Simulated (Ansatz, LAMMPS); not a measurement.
# Elastic response of glassy 76SiO2-24K2O (mol %) (114 atoms), part 4 of 4

How stiff is glassy 76SiO2-24K2O (mol %) (114 atoms), and how do its levels respond to strain?

Ansatz 0.2.0; Kohn-Sham DFT, PBE, PAW (set soft_2), plane waves.

The cell: 29 Si, 18 K and 67 O. The quench rate of 25 K/ps is orders of magnitude faster than experiment. The starting topology of bonds comes from the classical model. Only the Γ point is sampled.

So far. Step 11 (Compressed by 1 % along x): The relaxation converged after 6 steps, 0.0982 eV below its start, with a largest force component of 0.024 eV/Å. Step 11 (Compressed by 1 % along x): Compressed by 1 % along x: the energy stands 0.0340 eV above that of the reference, at a pressure of 0.391 GPa.

### 12. Sheared by 2 % in xy

A shear of the relaxed cell gives the modulus that volume changes can't reach.

File input.yaml:

```yaml
crystal:
  lattice:
    - [12.16692, 0.04027, 0.06632]
    - [0.04009, 12.14947, -0.18916]
    - [0.06443, -0.1885, 12.07074]
  atoms:
    [... the 114 atom lines of step 4 ...]
kpoints:
  mp_grid: { grid: [1, 1, 1] }
hamiltonian:
  xc: pbe
scf:
  occupations: { method: gaussian, width: 0.025 }
output:
  forces: true
  eigenvalues: true
  stress: true
relax:
  f_tol: 0.05
  max_steps: 70
```

On the command line:

```
ansatz run input.yaml --threads 4 --pin off --max-ram 8192MiB --backend cpu --events-out ev --progress --plain --runs-dir out
```

Numbers of over 12 decimals in the logs are rounded to 6 here.

The log of the run:

```text
[...]
Crystal: 114 atoms, lattice volume = 1783.810 Å³
Basis set: ecut = 420 eV, 34899 PW (Γ), exchange–correlation on 180×180×162 points (8 copies of the dense FFT grid, shifted against one another)
Bands: 454, of which v1, the nominal top of the filled ones, is band 340 counted from 1 (339 counted from 0)
Symmetry: 1 space group operations
[...]
k-points: 1
[...]
SCF iter   1: F=—  HF=-84259.059744 eV  |F-HF|=—  |Δ(HF+E_count)|=         —  Δρ=1.69e-3  dr2=8.08e-2  ethr=1.77e-3  ⟨swp⟩=6.0  Hψ=1995  notcnv=0  defer=96
[...]
SCF iter   6: F=-84259.075579 eV  HF=-84259.075589 eV  |F-HF|=9.39e-6  |Δ(HF+E_count)|=   1.55e-5  Δρ=4.04e-5  dr2=2.39e-5  ethr=9.19e-9  ⟨swp⟩=15.0  Hψ=2887  notcnv=0
SCF 1 converged in 6 iterations: F = -84259.075579 eV  dr2 = 2.39e-5
[...]
relax step   1: F+E_penalty+E_count = -84259.07557924 eV  Δ(F+E_penalty+E_count) = +0.000e0 eV  max|allowed force component| = 6.049e-1 eV/Å  Δτ_max = 0.0000 Å  (6 SCF iters, dr2 threshold 6.25e-5 eV, accepted)
[...]
relax step   2: F+E_penalty+E_count = -84259.15059329 eV  Δ(F+E_penalty+E_count) = -7.501e-2 eV  max|allowed force component| = 3.748e-1 eV/Å  Δτ_max = 0.0575 Å  (6 SCF iters, dr2 threshold 2.29e-5 eV, accepted)
[...]
relax step   3: F+E_penalty+E_count = -84259.18779364 eV  Δ(F+E_penalty+E_count) = -3.720e-2 eV  max|allowed force component| = 1.041e-1 eV/Å  Δτ_max = 0.0530 Å  (7 SCF iters, dr2 threshold 8.78e-6 eV, accepted)
relax step   4: F+E_penalty+E_count = -84259.19478074 eV  Δ(F+E_penalty+E_count) = -6.987e-3 eV  max|allowed force component| = 7.215e-2 eV/Å  Δτ_max = 0.0360 Å  (7 SCF iters, accepted)
relax step   5: F+E_penalty+E_count = -84259.16902523 eV  Δ(F+E_penalty+E_count) = +2.576e-2 eV  max|allowed force component| = 1.836e-1 eV/Å  Δτ_max = 0.2000 Å  (9 SCF iters, rejected (line search))
[...]
relax step   6: F+E_penalty+E_count = -84259.20213033 eV  Δ(F+E_penalty+E_count) = -7.350e-3 eV  max|allowed force component| = 2.662e-2 eV/Å  Δτ_max = 0.0777 Å  (9 SCF iters, accepted)
SCF converged after 9 iterations
Free energy (F): -84259.202130 eV
[...]
Internal energy: -84259.202130 eV  (E = F + TS)
E sigma→0 (E₀):  -84259.202130 eV
Fermi energy:    5.304473 eV
[...]
--- Forces (eV/Å), atoms counted from 1 ---
  atom   1  Si    -0.00174076    -0.02052623    -0.02286745
  atom   2  Si     0.00194857    -0.00168018     0.00424073
  atom   3  Si    -0.00734112     0.00011262    -0.00446988
  atom   4  Si     0.01178329    -0.00816235    -0.00763882
  atom   5  Si    -0.01609982     0.01371846     0.00985828
  atom   6  Si    -0.01351641     0.00983102    -0.00406730
  atom   7  Si     0.00883628    -0.01237773     0.00466613
  atom   8  Si     0.00433872    -0.00853614     0.02254406
  atom   9  Si     0.01187441     0.00675689    -0.00734991
  atom  10  Si    -0.00216550    -0.01389715    -0.00633616
  atom  11  Si     0.00220769    -0.01486248     0.00491798
  atom  12  Si    -0.02661757     0.00888519    -0.01058084
  atom  13  Si    -0.01276348     0.01013783     0.00754006
  atom  14  Si    -0.00721507    -0.00222118    -0.00533729
[...]
atom 113  O      0.00083615    -0.00058722     0.00763577
  atom 114  O     -0.00372995     0.00877777    -0.00163750
  max |Σ_I F_I| component: 2.98e-5 eV/Å
--- Stress (GPa, compression-positive) ---
       -0.124198      -0.454349       0.075660
       -0.454349      -0.197095      -0.045642
        0.075660      -0.045641      -0.021409
  P = ⅓ Tr σ = -0.1142 GPa (-1.142 kbar)
--- Band table (eV) ---
[...]
--- Relaxed structure (6 steps of the walk, 5 accepted, 0 SCFs on fresh bases) ---
  F+E_penalty+E_count = -84259.20213033 eV   max|allowed force component| = 2.662e-2 eV/Å
  atoms:
    - { symbol: Si, position: [0.311066, 0.828453, 0.369500] }
    - { symbol: Si, position: [0.539422, 0.580495, 0.585279] }
    - { symbol: Si, position: [0.502842, 0.989713, 0.430853] }
    - { symbol: Si, position: [0.00382366, 0.574902, 0.302664] }
[...]
- { symbol: O, position: [0.921912, 0.469327, 0.290302] }
```

Elapsed: 1.7 min, on 4 threads of Intel Xeon Platinum 8488C (Sapphire Rapids), shared host; peak memory 2.6 GiB; 6.4 min of CPU time.

The relaxation converged after 6 steps, 0.127 eV below its start, with a largest force component of 0.027 eV/Å.

Sheared by 2 % in xy: the energy stands 0.0377 eV above that of the reference, at a pressure of -0.114 GPa.

### 13. Pressure against volume

Atoms are relaxed at each volume, in the scaled cell.

```
volume change (%)  volume (Å³/atom)  energy change (meV/atom)  pressure (GPa)  largest move on relaxing (Å)  bonds  gap (eV)
              -10            14.084                     22.58            5.10                          0.46      -                3.75
               -6            14.710                      7.48            2.74                          0.38      -                3.79
               -3            15.180                      1.82            1.29                          0.22      -                3.77
               +0            15.649                      0.00            0.00                             -      -                3.72
               +3            16.118                      1.48           -1.03                          0.22      -                3.67
               +6            16.588                      5.64           -1.81                          0.48      -                3.58
```

### 14. Uniaxial strain and shear

Stress (GPa, compression positive) less that of the relaxed cell, atoms relaxed:

```
                   strain      xx      yy      zz      xy  energy change (meV/atom)
 stretched by 1 % along x  -0.630  -0.219  -0.232  -0.060                      0.33
compressed by 1 % along x   0.733   0.232   0.210   0.046                      0.30
     sheared by 2 % in xy  -0.105  -0.212  -0.023  -0.481                      0.33
```

### 15. What came out

The bulk modulus, from the slope of pressure against ln V over the three points nearest the relaxed volume, is 38.7 GPa; a quadratic over all points gives a pressure derivative of about 5.4. The gap goes from 3.75 eV at the smallest volume to 3.58 eV at the largest, not monotonically (lowest 3.58, highest 3.79 eV), on the run's k-points. In the Cartesian axes of the cell, finite differences give C11 = 68.2, C12 = 22.5, C13 = 22.1 and C66 = 24.0 GPa (the shear of 2 % is the engineering strain, εxy = 0.01). The mean of C11, C12 and C13, which equals the bulk modulus in a cubic or isotropic solid, is 37.6 GPa: it agrees with the bulk modulus within 10 %. For an isotropic solid C66 would equal (C11 − C12)/2 = 22.8 GPa; so small a sample needn't be isotropic, and C66 rests on one shear. With the bulk modulus and C66 as K and G, Young's modulus would be about 60 GPa and Poisson's ratio 0.24.

**Limits.** Strains are finite and relaxations stop at the force tolerance of the input, which can leave moduli too stiff; they are those of a static cell at zero temperature. Volumes are changed with the cell's shape held, so in an anisotropic solid the modulus lies over the one under free hydrostatic load. The program notes that the SCF threshold of the relaxations is loose for the stress.

The DFT runs together took 25 min of wall time.

[Logs are printed without paths, hosts, clocks, repeated set-up lines and the standing remarks that a program may print on its own settings, such as how far it seeks lower states.]

[Hosts, paths, dates, database ids (printed as entryN), source tags and the programs' standing remarks are cut or masked in the printed files.]
